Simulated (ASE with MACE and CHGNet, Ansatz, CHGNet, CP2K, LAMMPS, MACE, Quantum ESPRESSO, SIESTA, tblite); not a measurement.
## Machine-learned potentials on Na+ PF6- in dimethyl sulfoxide and ethylene carbonate at 300 K (96 atoms): settings against a plane-wave reference

Wanted: machine-learned potentials inputs and outputs for Na+ PF6- in dimethyl sulfoxide and ethylene carbonate at 300 K (96 atoms), checked against a plane-wave reference.

Main program and level: ASE with MACE and CHGNet; the method is named at each step.

## (1) Starting point

The cell holds 96 atoms: 19 C, 5 S, 14 O, 42 H, 2 P, 12 F and 2 Na. Its edges and angles: a = 10.520 Å, b = 10.520 Å, c = 10.520 Å, α = 90.0°, β = 90.0°, γ = 90.0°. 5 dimethyl sulfoxide, 3 ethylene carbonate, 2 Na+, 2 PF6- placed at random, at 1.41 g/cm³; overlaps pushed apart, then 10 ps at 550 K with stiff harmonic cages for PF6 and BF4 with UFF radii; Joung-Cheatham ions (J. Phys. Chem. B 112, 9020 (2008)); MMFF94 bonds, angles, torsions, charges and radii (Halgren, J. Comput. Chem. 17, 490 (1996)) in harmonic and 12-6 forms; charges of ions scaled by 0.8. Snapshot after 30 ps at 300 K and fixed volume.

The yardstick, on the same geometry:

```
method                                           : Kohn-Sham DFT, PBE, PAW, plane waves (Ansatz 0.2.0); cutoff 420 eV, Γ point, fermi-dirac smearing of 0.05 eV; PAW set soft_2
r.m.s. force component                           : 1.014 eV/Å
longest force                                    : 5.086 eV/Å
pressure                                         : 3.295 GPa
gap (highest filled to lowest empty level) : 4.07 eV
SCF cycles                                       : 10
time                                             : 11 s on 4 threads of Arm Neoverse V2, shared host
CPU time                                         : 39 s
```

## (2) MACE MPA-0 medium potential

Method: machine-learned interatomic potential MACE MPA-0 medium, trained on PBE(+U) plane-wave data.

Input file run.py:

```python
import numpy as np
from ase.io import read
import mlip  # loads the published weights by name

atoms = read("structure.xyz")
atoms.calc = mlip.calc("mace-mpa-0-medium")
energy = atoms.get_potential_energy()
forces = atoms.get_forces()
print(f"energy {energy:.6f} eV")
print("forces (eV/A)")
for i, (a, f) in enumerate(zip(atoms, forces)):
    print(f"{i:4d} {a.symbol:2s} {f[0]:10.5f} {f[1]:10.5f} {f[2]:10.5f}")
stress = -atoms.get_stress(voigt=False) * 160.21766
print("stress (GPa, compression positive)")
for row in stress:
    print(" ".join(f"{x:10.4f}" for x in row))
```

Input file structure.xyz:

```xyz
96
Lattice="10.52015 0.00000 0.00000 0.00000 10.52015 0.00000 0.00000 0.00000 10.52015" Properties=species:S:1:pos:R:3 pbc="T T T"
C 7.32497 1.26757 4.63339
S 7.34506 1.06338 2.88694
C 7.57619 9.74145 3.05116
O 5.98418 1.33143 2.26120
H 6.65999 2.12276 4.99644
H 6.95456 0.29404 5.05577
H 8.36362 1.35079 5.05725
H 8.52595 9.47550 3.51226
H 7.93545 9.30244 2.09772
H 6.76824 9.19714 3.55139
C 3.88614 2.39470 5.78345
S 2.94154 3.74475 6.62643
C 1.78706 2.62625 7.50834
O 3.77421 4.53334 7.61838
H 3.84080 2.54640 4.66421
H 4.89534 2.43973 6.09800
H 3.34120 1.41791 5.88960
H 1.31996 3.12722 8.36426
H 2.22501 1.69837 7.91063
H 0.99826 2.47266 6.76761
C 3.28050 2.75186 1.53731
S 2.12349 4.18344 1.22686
C 2.10866 4.69430 3.01423
O 2.83613 5.23504 0.42133
H 2.76985 2.10971 2.27414
H 3.47060 2.30128 0.56925
H 4.14368 3.03990 1.99452
H 1.47082 4.05573 3.59452
H 1.67523 5.71034 2.93986
H 3.13953 4.77752 3.38633
C 0.86665 7.64647 9.81288
S 10.07609 8.14849 0.46636
C 10.48722 9.97279 0.36105
O 8.72394 7.85392 10.49069
H 1.80705 8.03403 10.13101
H 0.91020 6.56762 9.82393
H 0.63405 7.94492 8.78790
H 9.58596 0.03366 0.82278
H 0.08385 10.31522 9.87095
H 0.97701 9.94322 0.95039
C 4.13295 10.04001 0.60607
S 5.23640 8.72120 1.07895
C 4.08087 8.07453 2.38376
O 5.24387 7.77292 10.44483
H 3.59705 10.51720 1.44263
H 4.67936 0.27626 10.51815
H 3.32700 9.70505 0.01946
H 3.59105 8.86102 2.86632
H 4.62066 7.52170 3.13427
H 3.41600 7.49413 1.84807
O 1.05643 1.08263 3.73076
C 0.77555 0.11446 4.39227
O 0.03829 0.09005 5.51550
C 0.28394 9.33243 6.02784
C 0.68949 8.50512 4.84474
O 1.17720 9.40165 3.97967
[... 36 atom lines left out ...]
F 5.74379 8.67376 6.06918
F 4.25866 7.14276 5.53381
Na 4.00734 5.99017 9.21060
Na 7.46510 7.76566 8.67555
```

On the command line:

```bash
OMP_NUM_THREADS=1 python run.py > output.txt
```

Log:

```text
energy -513.352428 eV
forces (eV/A)
   0 C    -0.52605   -0.12663    2.16291
   1 S    -0.16086   -0.75506   -0.99302
   2 C     1.23515   -0.26868   -1.06617
   3 O     0.66831   -0.16241    0.55107
   4 H     0.97993   -0.93372   -0.69909
   5 H    -0.14855    0.85714   -0.02418
   6 H    -0.59729    0.33861   -0.63144
   7 H     0.21141    0.52598    1.31272
   8 H    -1.27032    0.25073   -0.40987
   9 H    -0.07595    0.22534   -0.16713
  10 C    -1.81628   -0.22087   -1.58584
  11 S    -0.27414   -0.06399    0.24518
  12 C    -0.05007    0.21898    0.41379
  13 O    -0.11182   -1.26054   -0.61121
  14 H     0.12563    0.36948    0.96706
  15 H     0.98920   -0.26295    0.45575
  16 H     0.74688    0.59077    0.48356
  17 H     0.05046    0.47639   -0.12628
  18 H     0.16677    0.03851   -0.48292
  19 H    -0.10951   -0.38655   -0.01658
  20 C    -3.00374   -0.06333   -0.83475
  21 S     0.48797   -1.03211    1.08549
  22 C     0.30054    1.32285   -1.55403
  23 O    -0.31816    0.06839    0.34816
[...]
88 F    -0.63104    1.59154   -0.45043
  89 F    -0.51205   -0.41763    0.59372
  90 F     0.11721    0.59573    0.83758
  91 F     0.65481   -0.47539   -0.10228
  92 F     0.80472    0.44279    0.07255
  93 F     0.13071   -1.75479   -0.13544
  94 Na    0.28915    0.07056    0.28500
  95 Na   -0.48869   -0.83179   -0.13746
stress (GPa, compression positive)
    2.7328     0.7138     0.7426
    0.7138     3.2772     0.2141
    0.7426     0.2141     3.4686
```

Wall time 8.8 s (1 thread of Arm Neoverse V2, shared host); peak memory 1.2 GiB.

Banners, paths, timers and routine set-up lines are dropped from the logs unmarked, and long logs keep their key lines alone; longer cuts are marked.

Against the reference:

* r.m.s. force component: 0.9644 eV/Å
* r.m.s. difference of force components: 183.8 meV/Å
* longest difference of force vectors: 1170 meV/Å
* force difference over r.m.s. force: 18.13 %
* slope of forces against the reference's: 0.9358
* correlation of force components: 0.984
* pressure: 3.159 GPa
* pressure difference: -0.1352 GPa

Length of the force difference by element (eV/Å):

```csv
element,atoms,mean,most
C,19,0.42,1.2
F,12,0.081,0.15
H,42,0.086,0.18
Na,2,0.074,0.092
O,14,0.41,0.86
P,2,0.18,0.19
S,5,0.51,0.69
```

Local excerpt of 14 atoms (numbers count through the whole input) about P88, one of the 2 P atoms; x, y, z are measured from there.

```csv
atom,x,y,z,distance (Å),bonds,Fx,Fy,Fz (eV/Å)
P88,0.00,0.00,0.00,0.00,6,-0.39,0.39,-1.43
F91,0.17,1.07,1.17,1.59,1,0.12,0.60,0.84
F89,-1.00,1.00,-0.75,1.60,1,-0.63,1.59,-0.45
F94,-0.19,-0.94,-1.29,1.60,1,0.13,-1.75,-0.14
F93,1.30,0.59,-0.75,1.61,1,0.80,0.44,0.07
F90,-1.30,-0.66,0.71,1.63,2,-0.51,-0.42,0.59
F92,0.92,-1.06,0.83,1.63,3,0.65,-0.48,-0.10
Na95,-0.44,-2.09,2.39,3.20,6,0.29,0.07,0.28
Na96,3.02,-0.31,1.85,3.56,3,-0.49,-0.83,-0.14
H59,-3.11,-0.50,-1.79,3.62,1,-0.52,1.42,-0.25
O14,-0.67,-3.55,0.80,3.70,2,-0.11,-1.26,-0.61
O44,0.80,-0.31,3.62,3.72,2,0.23,-0.40,-0.36
H49,0.18,-0.56,-3.69,3.73,1,0.33,-0.33,0.19
H57,-3.62,1.24,0.04,3.82,1,2.58,0.23,2.87
```

Atoms are counted from 1 here, from 0 in the log.

Forces lie 18 % from the reference's, at 0.20 times its CPU time (on 1 against 4 cores).

## (3) MACE MP-0b2 small potential

Method: machine-learned interatomic potential MACE MP-0b2 small, trained on PBE(+U) plane-wave data.

Changes to run.py since step 2:

```diff
@@ -5,3 +5,3 @@
 atoms = read("structure.xyz")
-atoms.calc = mlip.calc("mace-mpa-0-medium")
+atoms.calc = mlip.calc("mace-mp-0b2-small")
 energy = atoms.get_potential_energy()
```

structure.xyz is that of step 2.

Log:

```text
energy -513.328876 eV
forces (eV/A)
   0 C    -0.61804    0.05154    2.16541
   1 S     0.06204   -0.97988   -0.80394
   2 C     0.97045   -0.11537   -1.04721
   3 O     0.44619   -0.18209    0.56163
   4 H     0.95824   -0.90688   -0.72214
   5 H     0.01440    0.82717   -0.23387
   6 H    -0.63395    0.29058   -0.52870
   7 H     0.29079    0.58433    1.20451
   8 H    -1.26144    0.25894   -0.38699
   9 H    -0.15011    0.19629   -0.24684
  10 C    -1.76121   -0.19701   -1.35899
  11 S    -0.35161   -0.15384   -0.01398
  12 C    -0.02495    0.23121    0.46061
  13 O    -0.05184   -1.29434   -0.43359
  14 H     0.10176    0.28475    0.88916
  15 H     1.03522   -0.17147    0.45842
  16 H     0.58118    0.63870    0.45093
  17 H     0.11427    0.43851   -0.11872
  18 H     0.29740    0.12152   -0.52996
  19 H    -0.06315   -0.41532   -0.00488
  20 C    -2.90516   -0.13993   -0.94078
  21 S     0.35006   -0.99679    1.01580
  22 C     0.37060    1.36977   -1.39228
  23 O    -0.04181    0.07668    0.32800
[...]
88 F    -0.78238    1.48558   -0.50442
  89 F    -0.56026   -0.46067    0.54954
  90 F     0.16278    0.63525    0.97245
  91 F     0.79448   -0.62446    0.03128
  92 F     0.88247    0.45462    0.02959
  93 F     0.04766   -1.77240   -0.27651
  94 Na    0.22558    0.14634    0.32179
  95 Na   -0.34912   -0.67036   -0.12216
stress (GPa, compression positive)
    2.5121     0.5950     0.8869
    0.5950     2.8521     0.3826
    0.8869     0.3826     3.3793
```

Elapsed: 5.5 s, on 1 thread; peak memory 0.67 GiB.

Numbers from this run, and their distance from the reference:

- r.m.s. force component: 0.9913 eV/Å
- r.m.s. difference of force components: 219.8 meV/Å
- longest difference of force vectors: 1287 meV/Å
- force difference over r.m.s. force: 21.67 %
- slope of forces against the reference's: 0.9544
- correlation of force components: 0.9762
- pressure: 2.914 GPa
- pressure difference: -0.3802 GPa

Against the first run (18 %), the force difference from the reference is 22 %, at 0.71 times the CPU time.

## (4) CHGNet r2SCAN potential

Method: machine-learned interatomic potential CHGNet r2SCAN, trained on r2SCAN plane-wave data.

Changes to run.py since step 3:

```diff
@@ -5,3 +5,3 @@
 atoms = read("structure.xyz")
-atoms.calc = mlip.calc("mace-mp-0b2-small")
+atoms.calc = mlip.calc("chgnet-r2scan")
 energy = atoms.get_potential_energy()
```

structure.xyz is that of step 3.

Log:

```text
CHGNet vr2scan initialized with 412,525 parameters
CHGNet will run on cpu
energy -597.632874 eV
forces (eV/A)
   0 C    -0.31264   -0.05038    1.90188
   1 S    -0.55642   -0.29256   -0.50070
   2 C     0.93037   -0.69787   -0.90276
   3 O     0.75927   -0.18519    0.37628
   4 H     0.95952   -1.02439   -0.64606
   5 H     0.15129    0.95770   -0.23936
   6 H    -0.82732    0.15504   -0.56603
   7 H     0.08656    0.57718    0.90861
   8 H    -1.06960    0.29217   -0.04651
   9 H    -0.02687    0.26387   -0.22084
  10 C    -1.87276   -0.39415   -1.48201
  11 S     0.27622   -0.11859    0.52802
  12 C    -0.31488    0.05254    0.30658
  13 O    -0.36979   -0.87946   -0.63298
  14 H     0.09694    0.11029    1.11376
  15 H     0.93081   -0.19808    0.42160
  16 H     0.67904    0.76449    0.27421
  17 H     0.16283    0.19523   -0.24005
  18 H     0.13686    0.31289   -0.49656
  19 H     0.10981   -0.20318    0.06604
  20 C    -2.78223   -0.38384   -0.73886
  21 S     0.67610   -0.26993    0.77630
  22 C     0.31193    1.00416   -1.03743
  23 O    -0.23328   -0.19129    0.25930
[...]
88 F    -0.21003    0.89894   -0.11777
  89 F    -0.07288   -0.17539    0.30123
  90 F     0.07589    0.19872    0.46638
  91 F     0.28460   -0.14455   -0.16689
  92 F     0.27842    0.27073    0.25019
  93 F     0.07359   -1.12815    0.15207
  94 Na    0.16190    0.07070    0.11513
  95 Na   -0.31282   -0.51535   -0.10918
stress (GPa, compression positive)
    0.4783     0.4247     0.5675
    0.4247     0.5009     0.3517
    0.5675     0.3517     1.4991
```

Run time: 3.4 s. Hardware: 1 thread; peak memory 1.4 GiB.

Numbers from this run, and their distance from the reference:

- r.m.s. force component: 0.836 eV/Å
- r.m.s. difference of force components: 333.9 meV/Å
- longest difference of force vectors: 1458 meV/Å
- force difference over r.m.s. force: 32.93 %
- slope of forces against the reference's: 0.7856
- correlation of force components: 0.9529
- pressure: 0.8261 GPa
- pressure difference: -2.469 GPa

Against the first run (18 %), the force difference from the reference is 33 %, at 0.44 times the CPU time; this potential was trained at another functional than the reference's, which explains only part of so large a difference.

## (5) Side by side

Differences are against the plane-wave reference, forces as r.m.s. over components; share is that over the reference's r.m.s. force, slope the least-squares factor from reference forces to these. Total energies of different programs have different zeros and aren't compared.

```csv
run,"Δ force, r.m.s. (meV/Å)",share (%),slope,Δ pressure (GPa),cores,CPU time,memory (GiB)
reference,-,-,-,-,4,39 s,1.3
MACE MPA-0 medium potential,184,18.1,0.936,-0.135,1,7.7 s,1.2
MACE MP-0b2 small potential,220,21.7,0.954,-0.380,1,5.5 s,0.67
CHGNet r2SCAN potential,334,32.9,0.786,-2.47,1,3.4 s,1.4
```

Times of the machine-learned potentials are mostly Python's start and the loading of weights.

CPU time is summed over cores on a shared host, where runs went side by side, so it is rough. Symmetry, cutoffs, thresholds, outputs and thread counts weren't matched or tuned between programs; memory under MPI is the largest rank's times the ranks.

## (6) Results

```yaml
nearest_in_forces: MACE MPA-0 medium potential, 18 %
its_cpu_time: 7.7 s
```

**Reading.** Machine-learned potentials differ by 18 % (MACE MPA-0 medium potential) to 33 % (CHGNet r2SCAN potential); they were trained on other programs' data, some at another functional. Machine-learned potentials mimic data converged in k, so the reference's own k-point error enters their differences. The network of contacts between molecules at the start is that of the classical potential that made the cell, and needn't be the one that DFT or experiment would give. The reference's PBE has no dispersion term, which matters for the binding between molecules or layers. The density was typed from a rule of thumb and may lie off the real one at this temperature. The electronic-structure runs sample only Γ, in a cell whose shortest periodic width is 11 Å.

[Also dropped from logs without a mark: logging warnings of Python, and SIESTA's first energy breakdown and zero terms.]

[Logs are printed without paths, hosts, clocks, repeated set-up lines and the standing remarks that a program may print on its own settings, such as how far it seeks lower states.]

[Hosts, paths, dates, database ids (printed as entryN), source tags and the programs' standing remarks are cut or masked in the printed files.]

[The MMFF94 radii named for the starting cell were scaled by 0.96; in molecules described by MMFF94, hydrogen bound to N, O or S took a small fixed 12-6 site in their place.]
